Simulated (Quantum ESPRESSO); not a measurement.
# AlN(11-20), stepped through the number of layers, part 13 of 15

Wanted: a table for AlN(11-20) against the number of layers, and what can be fitted to it.

Quantum ESPRESSO 7.5; plane-wave DFT, PBE, GBRV ultrasoft pseudopotentials.

So far. Step 17 (Relaxing the ions, 5 layers): The relaxation lowers the energy by 78 meV an atom. Step 21 (Relaxation with pw.x, 6 layers): The relaxation lowers the energy by 65 meV an atom.

## 25. Relaxing the ions, 7 layers

System of this step: AlN(11-20), 7 layers. The cell holds 28 atoms: 14 Al and 14 N. Cell: a = 5.424 Å, b = 5.023 Å, c = 25.405 Å, α = 90.0°, β = 90.0°, γ = 90.0°. It derives from AlN. Vacuum lies along c.

m4.relax.in reads:

```
&control
  prefix = 'm4.relax'
  outdir = './out'
  pseudo_dir = './pseudo'
  nstep = 90
  forc_conv_thr = 6e-05
  calculation = 'relax'
  etot_conv_thr = 1e-07
/
&system
  ibrav = 0
  nat = 28
  ntyp = 2
  ecutwfc = 40
  ecutrho = 200
  occupations = 'fixed'
/
&electrons
  conv_thr = 1e-10
  mixing_beta = 0.4
  electron_maxstep = 120
/
&ions
/
ATOMIC_SPECIES
  Al  26.9815  al_pbe_v1.uspp.F.UPF
  N   14.0070  n_pbe_v1.2.uspp.F.UPF
CELL_PARAMETERS angstrom
  5.42440360500000 0.00000000000000 0.00000000000000
  0.00000000000000 5.02318495200000 0.00000000000000
  0.00000000000000 0.00000000000000 25.40484068213099
ATOMIC_POSITIONS crystal
  Al  0.333333333300 0.000000000000 0.315084679007
  Al  0.666666666700 0.500000000000 0.315084679007
  N   0.333333333300 0.382000000000 0.315084679007
  N   0.666666666700 0.882000000000 0.315084679007
  Al  0.833333333300 0.000000000000 0.376723119338
  Al  0.166666666700 0.500000000000 0.376723119338
  N   0.833333333300 0.382000000000 0.376723119338
  N   0.166666666700 0.882000000000 0.376723119338
  Al  0.333333333300 0.000000000000 0.438361559669
  Al  0.666666666700 0.500000000000 0.438361559669
  N   0.333333333300 0.382000000000 0.438361559669
  N   0.666666666700 0.882000000000 0.438361559669
  Al  0.833333333300 0.000000000000 0.500000000000
  Al  0.166666666700 0.500000000000 0.500000000000
  N   0.833333333300 0.382000000000 0.500000000000
  N   0.166666666700 0.882000000000 0.500000000000
  Al  0.333333333300 0.000000000000 0.561638440331
  Al  0.666666666700 0.500000000000 0.561638440331
  N   0.333333333300 0.382000000000 0.561638440331
  N   0.666666666700 0.882000000000 0.561638440331
  Al  0.833333333300 0.000000000000 0.623276880662
  Al  0.166666666700 0.500000000000 0.623276880662
  N   0.833333333300 0.382000000000 0.623276880662
  N   0.166666666700 0.882000000000 0.623276880662
  Al  0.333333333300 0.000000000000 0.684915320993
  Al  0.666666666700 0.500000000000 0.684915320993
  N   0.333333333300 0.382000000000 0.684915320993
  N   0.666666666700 0.882000000000 0.684915320993
K_POINTS automatic
  4 4 1 0 0 0
```

Launch:

```
> OMP_NUM_THREADS=1 mpirun -n 4 pw.x -nk 1 -in m4.relax.in > m4.relax.out
```

Output:

```text
[banner, memory and clock lines left out]
Program PWSCF v.7.5 starts
[...]
Message from routine setup:
[...]
number of electrons       =       112.00
     number of Kohn-Sham states=           56
     kinetic-energy cutoff     =      40.0000  Ry
     charge density cutoff     =     200.0000  Ry
[...]
number of k points=     9
[...]
Dense  grid:   223169 G-vectors     FFT dimensions: (  48,  48, 225)
[...]
negative rho (up, down):  4.978E-04 0.000E+00
     Starting wfcs are  112 randomized atomic wfcs
[...]
negative rho (up, down):  5.404E-04 0.000E+00
[...]
estimated scf accuracy    <      10.10088762 Ry
[...]
negative rho (up, down):  8.187E-04 0.000E+00
[...]
estimated scf accuracy    <       0.39381174 Ry
[...]
negative rho (up, down):  1.048E-03 0.000E+00
[...]
estimated scf accuracy    <       0.14710327 Ry
[...]
negative rho (up, down):  1.185E-03 0.000E+00
[...]
estimated scf accuracy    <       0.07615791 Ry
[...]
negative rho (up, down):  1.338E-03 0.000E+00
[...]
estimated scf accuracy    <       0.02888080 Ry
[...]
negative rho (up, down):  1.355E-03 0.000E+00
[...]
estimated scf accuracy    <       0.01269473 Ry
[...]
negative rho (up, down):  1.362E-03 0.000E+00
[...]
estimated scf accuracy    <       0.00245205 Ry
[...]
negative rho (up, down):  1.377E-03 0.000E+00
[...]
estimated scf accuracy    <       0.00005814 Ry
[...]
negative rho (up, down):  1.391E-03 0.000E+00
[...]
estimated scf accuracy    <       0.00009945 Ry
[...]
negative rho (up, down):  1.398E-03 0.000E+00
[...]
estimated scf accuracy    <       0.00000954 Ry
[...]
negative rho (up, down):  1.402E-03 0.000E+00
[...]
estimated scf accuracy    <       0.00000039 Ry
[...]
negative rho (up, down):  1.404E-03 0.000E+00
[...]
estimated scf accuracy    <       0.00000007 Ry
[...]
negative rho (up, down):  1.405E-03 0.000E+00
[...]
estimated scf accuracy    <          8.7E-09 Ry
[...]
negative rho (up, down):  1.406E-03 0.000E+00
[...]
estimated scf accuracy    <          9.1E-09 Ry
[...]
negative rho (up, down):  1.406E-03 0.000E+00
[...]
estimated scf accuracy    <          6.6E-10 Ry
[...]
negative rho (up, down):  1.406E-03 0.000E+00
[...]
estimated scf accuracy    <          7.9E-10 Ry
[...]
negative rho (up, down):  1.407E-03 0.000E+00
[...]
highest occupied level (ev):     0.2543
!    total energy              =    -378.04467320 Ry
     estimated scf accuracy    <          8.6E-12 Ry
[...]
one-electron contribution =   -4224.61023734 Ry
     hartree contribution      =    2155.10809494 Ry
     xc contribution           =    -137.17266259 Ry
     ewald contribution        =    1828.63013179 Ry
     convergence has been achieved in  17 iterations
     negative rho (up, down):  1.407E-03 0.000E+00
[...]
Total force =     0.229027     Total SCF correction =     0.000008
[...]
negative rho (up, down):  1.600E-03 0.000E+00
[...]
negative rho (up, down):  1.478E-03 0.000E+00
[...]
estimated scf accuracy    <       0.00786574 Ry
[...]
negative rho (up, down):  1.438E-03 0.000E+00
[...]
estimated scf accuracy    <       0.00204062 Ry
[...]
negative rho (up, down):  1.410E-03 0.000E+00
[...]
estimated scf accuracy    <       0.00020588 Ry
[...]
negative rho (up, down):  1.402E-03 0.000E+00
[...]
estimated scf accuracy    <       0.00009776 Ry
[...]
negative rho (up, down):  1.398E-03 0.000E+00
[...]
estimated scf accuracy    <       0.00001499 Ry
[...]
negative rho (up, down):  1.396E-03 0.000E+00
[...]
estimated scf accuracy    <       0.00001846 Ry
[...]
negative rho (up, down):  1.395E-03 0.000E+00
[...]
estimated scf accuracy    <       0.00000023 Ry
[...]
negative rho (up, down):  1.395E-03 0.000E+00
[...]
estimated scf accuracy    <       0.00000123 Ry
[...]
negative rho (up, down):  1.395E-03 0.000E+00
[...]
estimated scf accuracy    <       0.00000006 Ry
[...]
negative rho (up, down):  1.395E-03 0.000E+00
[...]
estimated scf accuracy    <       0.00000001 Ry
[...]
negative rho (up, down):  1.395E-03 0.000E+00
[...]
estimated scf accuracy    <          1.1E-09 Ry
[...]
negative rho (up, down):  1.395E-03 0.000E+00
[...]
estimated scf accuracy    <          2.7E-10 Ry
[...]
negative rho (up, down):  1.395E-03 0.000E+00
[...]
highest occupied level (ev):     0.1591
!    total energy              =    -378.09075023 Ry
     estimated scf accuracy    <          2.0E-11 Ry
[...]
one-electron contribution =   -4223.99908655 Ry
     hartree contribution      =    2154.64128750 Ry
     xc contribution           =    -137.30369872 Ry
     ewald contribution        =    1828.57074753 Ry
     convergence has been achieved in  13 iterations
     negative rho (up, down):  1.395E-03 0.000E+00
[...]
Total force =     0.173723     Total SCF correction =     0.000007
[...]
negative rho (up, down):  1.712E-03 0.000E+00
[...]
negative rho (up, down):  1.534E-03 0.000E+00
[...]
estimated scf accuracy    <       0.00761381 Ry
[...]
negative rho (up, down):  1.470E-03 0.000E+00
[...]
estimated scf accuracy    <       0.00207101 Ry
[...]
negative rho (up, down):  1.403E-03 0.000E+00
[...]
estimated scf accuracy    <       0.00021643 Ry
[...]
negative rho (up, down):  1.378E-03 0.000E+00
[...]
estimated scf accuracy    <       0.00009058 Ry
[...]
negative rho (up, down):  1.373E-03 0.000E+00
[...]
estimated scf accuracy    <       0.00001319 Ry
[...]
negative rho (up, down):  1.371E-03 0.000E+00
[...]
estimated scf accuracy    <       0.00001472 Ry
[...]
negative rho (up, down):  1.371E-03 0.000E+00
[...]
estimated scf accuracy    <       0.00000027 Ry
[...]
negative rho (up, down):  1.371E-03 0.000E+00
[...]
estimated scf accuracy    <       0.00000026 Ry
[...]
negative rho (up, down):  1.371E-03 0.000E+00
[...]
estimated scf accuracy    <       0.00000002 Ry
[...]
negative rho (up, down):  1.371E-03 0.000E+00
[...]
estimated scf accuracy    <          3.5E-09 Ry
[...]
negative rho (up, down):  1.371E-03 0.000E+00
[...]
estimated scf accuracy    <          1.5E-10 Ry
[...]
negative rho (up, down):  1.370E-03 0.000E+00
[...]
estimated scf accuracy    <          1.0E-10 Ry
[...]
negative rho (up, down):  1.370E-03 0.000E+00
[...]
highest occupied level (ev):     0.0448
!    total energy              =    -378.12562553 Ry
     estimated scf accuracy    <          2.9E-11 Ry
[...]
one-electron contribution =   -4224.64264792 Ry
     hartree contribution      =    2154.76025674 Ry
     xc contribution           =    -137.44633553 Ry
     ewald contribution        =    1829.20310119 Ry
     convergence has been achieved in  13 iterations
     negative rho (up, down):  1.370E-03 0.000E+00
[...]
Total force =     0.114389     Total SCF correction =     0.000006
[...]
negative rho (up, down):  2.215E-03 0.000E+00
[...]
negative rho (up, down):  1.664E-03 0.000E+00
[...]
estimated scf accuracy    <       0.01230726 Ry
[...]
negative rho (up, down):  1.537E-03 0.000E+00
[...]
estimated scf accuracy    <       0.00363433 Ry
[...]
negative rho (up, down):  1.439E-03 0.000E+00
[...]
estimated scf accuracy    <       0.00039317 Ry
[...]
negative rho (up, down):  1.412E-03 0.000E+00
[...]
estimated scf accuracy    <       0.00016306 Ry
[...]
negative rho (up, down):  1.406E-03 0.000E+00
[...]
estimated scf accuracy    <       0.00001764 Ry
[...]
negative rho (up, down):  1.404E-03 0.000E+00
[...]
estimated scf accuracy    <       0.00001550 Ry
[...]
negative rho (up, down):  1.404E-03 0.000E+00
[...]
estimated scf accuracy    <       0.00000026 Ry
[...]
negative rho (up, down):  1.405E-03 0.000E+00
[...]
estimated scf accuracy    <       0.00000099 Ry
[...]
negative rho (up, down):  1.405E-03 0.000E+00
[...]
estimated scf accuracy    <       0.00000005 Ry
[...]
negative rho (up, down):  1.405E-03 0.000E+00
[...]
estimated scf accuracy    <       0.00000002 Ry
[...]
negative rho (up, down):  1.405E-03 0.000E+00
[...]
estimated scf accuracy    <          4.3E-10 Ry
[...]
negative rho (up, down):  1.405E-03 0.000E+00
[...]
highest occupied level (ev):    -0.1412
!    total energy              =    -378.15049538 Ry
     estimated scf accuracy    <          2.9E-11 Ry
[...]
one-electron contribution =   -4227.15922784 Ry
     hartree contribution      =    2155.61077495 Ry
     xc contribution           =    -137.64452205 Ry
     ewald contribution        =    1831.04247955 Ry
     convergence has been achieved in  12 iterations
     negative rho (up, down):  1.405E-03 0.000E+00
[...]
Total force =     0.055892     Total SCF correction =     0.000012
[...]
negative rho (up, down):  1.635E-03 0.000E+00
[...]
negative rho (up, down):  1.511E-03 0.000E+00
[...]
estimated scf accuracy    <       0.00096450 Ry
[...]
negative rho (up, down):  1.473E-03 0.000E+00
[...]
estimated scf accuracy    <       0.00026659 Ry
[...]
negative rho (up, down):  1.445E-03 0.000E+00
[...]
estimated scf accuracy    <       0.00004623 Ry
[...]
negative rho (up, down):  1.437E-03 0.000E+00
[...]
estimated scf accuracy    <       0.00001604 Ry
[...]
negative rho (up, down):  1.435E-03 0.000E+00
[...]
estimated scf accuracy    <       0.00000118 Ry
[...]
negative rho (up, down):  1.434E-03 0.000E+00
[...]
estimated scf accuracy    <       0.00000129 Ry
[...]
negative rho (up, down):  1.435E-03 0.000E+00
[...]
estimated scf accuracy    <       0.00000029 Ry
[...]
negative rho (up, down):  1.434E-03 0.000E+00
[...]
estimated scf accuracy    <       0.00000004 Ry
[...]
negative rho (up, down):  1.434E-03 0.000E+00
[...]
estimated scf accuracy    <          8.7E-09 Ry
[...]
negative rho (up, down):  1.434E-03 0.000E+00
[...]
estimated scf accuracy    <          8.7E-10 Ry
[...]
negative rho (up, down):  1.434E-03 0.000E+00
[...]
estimated scf accuracy    <          1.1E-10 Ry
[...]
negative rho (up, down):  1.434E-03 0.000E+00
[...]
highest occupied level (ev):    -0.2073
!    total energy              =    -378.15448021 Ry
     estimated scf accuracy    <          4.2E-11 Ry
[...]
one-electron contribution =   -4229.58079426 Ry
     hartree contribution      =    2156.58322915 Ry
     xc contribution           =    -137.70374159 Ry
     ewald contribution        =    1832.54682650 Ry
     convergence has been achieved in  12 iterations
     negative rho (up, down):  1.434E-03 0.000E+00
[...]
Total force =     0.040009     Total SCF correction =     0.000015
[...]
negative rho (up, down):  1.564E-03 0.000E+00
[...]
negative rho (up, down):  1.498E-03 0.000E+00
[...]
estimated scf accuracy    <       0.00064504 Ry
[...]
negative rho (up, down):  1.468E-03 0.000E+00
[...]
estimated scf accuracy    <       0.00010690 Ry
[...]
negative rho (up, down):  1.460E-03 0.000E+00
[...]
estimated scf accuracy    <       0.00001817 Ry
[...]
negative rho (up, down):  1.456E-03 0.000E+00
[...]
estimated scf accuracy    <       0.00000345 Ry
[...]
negative rho (up, down):  1.454E-03 0.000E+00
[...]
estimated scf accuracy    <       0.00000063 Ry
[...]
negative rho (up, down):  1.454E-03 0.000E+00
[...]
estimated scf accuracy    <       0.00000005 Ry
[...]
negative rho (up, down):  1.454E-03 0.000E+00
[...]
estimated scf accuracy    <          7.5E-09 Ry
[...]
negative rho (up, down):  1.454E-03 0.000E+00
[...]
estimated scf accuracy    <          1.6E-09 Ry
[...]
negative rho (up, down):  1.454E-03 0.000E+00
[...]
estimated scf accuracy    <          2.3E-10 Ry
[...]
negative rho (up, down):  1.454E-03 0.000E+00
[...]
estimated scf accuracy    <          1.5E-10 Ry
[...]
negative rho (up, down):  1.454E-03 0.000E+00
[...]
highest occupied level (ev):    -0.2392
!    total energy              =    -378.15649694 Ry
     estimated scf accuracy    <          3.4E-11 Ry
[...]
one-electron contribution =   -4233.17566086 Ry
     hartree contribution      =    2158.20557678 Ry
     xc contribution           =    -137.72889604 Ry
     ewald contribution        =    1834.54248318 Ry
     convergence has been achieved in  11 iterations
     negative rho (up, down):  1.454E-03 0.000E+00
[...]
Total force =     0.025943     Total SCF correction =     0.000016
[...]
Total force =     0.001317     Total SCF correction =     0.000001
[...]
negative rho (up, down):  1.518E-03 0.000E+00
[...]
negative rho (up, down):  1.518E-03 0.000E+00
[...]
estimated scf accuracy    <       0.00000171 Ry
[...]
negative rho (up, down):  1.518E-03 0.000E+00
[...]
estimated scf accuracy    <       0.00000022 Ry
[...]
negative rho (up, down):  1.518E-03 0.000E+00
[...]
estimated scf accuracy    <       0.00000002 Ry
[...]
negative rho (up, down):  1.518E-03 0.000E+00
[...]
estimated scf accuracy    <          4.5E-09 Ry
[...]
negative rho (up, down):  1.518E-03 0.000E+00
[...]
estimated scf accuracy    <          8.3E-10 Ry
[...]
negative rho (up, down):  1.518E-03 0.000E+00
[...]
estimated scf accuracy    <          7.3E-11 Ry
[...]
negative rho (up, down):  1.518E-03 0.000E+00
[...]
estimated scf accuracy    <          1.0E-11 Ry
[...]
negative rho (up, down):  1.518E-03 0.000E+00
[...]
highest occupied level (ev):    -0.2309
!    total energy              =    -378.15901780 Ry
     estimated scf accuracy    <          7.3E-13 Ry
[...]
one-electron contribution =   -4275.19997255 Ry
     hartree contribution      =    2179.13466100 Ry
     xc contribution           =    -137.81585897 Ry
     ewald contribution        =    1855.72215271 Ry
     convergence has been achieved in   8 iterations
     negative rho (up, down):  1.518E-03 0.000E+00
[...]
Total force =     0.000971     Total SCF correction =     0.000002
[...]
negative rho (up, down):  1.518E-03 0.000E+00
[...]
negative rho (up, down):  1.518E-03 0.000E+00
[...]
estimated scf accuracy    <       0.00000073 Ry
[...]
negative rho (up, down):  1.518E-03 0.000E+00
[...]
estimated scf accuracy    <       0.00000011 Ry
[...]
negative rho (up, down):  1.518E-03 0.000E+00
[...]
estimated scf accuracy    <       0.00000001 Ry
[...]
negative rho (up, down):  1.518E-03 0.000E+00
[...]
estimated scf accuracy    <          2.6E-09 Ry
[...]
```

Elapsed: 36 min, on 4 MPI ranks of Arm Neoverse V1, shared host; peak memory 0.85 GiB.

Relaxation path (22 of 26):

```
step  energy less that of the first step (eV)  largest force (eV/Å)
   1                                   0.0000                2.4948
   2                                  -0.6269                1.9577
   3                                  -1.1014                1.3335
   5                                  -1.4940                0.3287
   6                                  -1.5214                0.2001
   7                                  -1.5343                0.1461
   8                                  -1.5412                0.0977
   9                                  -1.5456                0.0830
  11                                  -1.5516                0.0757
  12                                  -1.5532                0.0577
  13                                  -1.5541                0.0458
  14                                  -1.5546                0.0403
  15                                  -1.5551                0.0356
  16                                  -1.5554                0.0335
  18                                  -1.5556                0.0124
  19                                  -1.5557                0.0090
  20                                  -1.5557                0.0066
  21                                  -1.5558                0.0049
  22                                  -1.5558                0.0040
  24                                  -1.5558                0.0018
  25                                  -1.5558                0.0016
  26                                  -1.5558                0.0015
```

The atoms that moved most (Å):

```
atom      dx      dy      dz  length
Al25   0.168   0.095  -0.195   0.275
Al26  -0.168   0.095  -0.195   0.275
 Al1   0.168   0.095   0.195   0.275
 Al2  -0.168   0.095   0.195   0.275
 Al5   0.011  -0.014  -0.050   0.053
 Al6  -0.011  -0.014  -0.050   0.053
Al21   0.011  -0.014   0.050   0.053
Al22  -0.011  -0.014   0.050   0.053
```

The relaxation lowers the energy by 56 meV an atom.

This step gave:

```
free energy                    : -5145.1156 eV
valence top, on the run's zero : -0.2314 eV
```

[end of part 13 of 15]

[Logs are printed without paths, hosts, clocks, repeated set-up lines and the standing remarks that a program may print on its own settings, such as how far it seeks lower states.]

[Hosts, paths, dates, database ids (printed as entryN), source tags and the programs' standing remarks are cut or masked in the printed files.]

[Maps of the electrostatic potential energy from Ansatz leave out the sawtooth potential of an applied field or a dipole correction, so their vacuum need not be flat; planar profiles and work functions include it.]
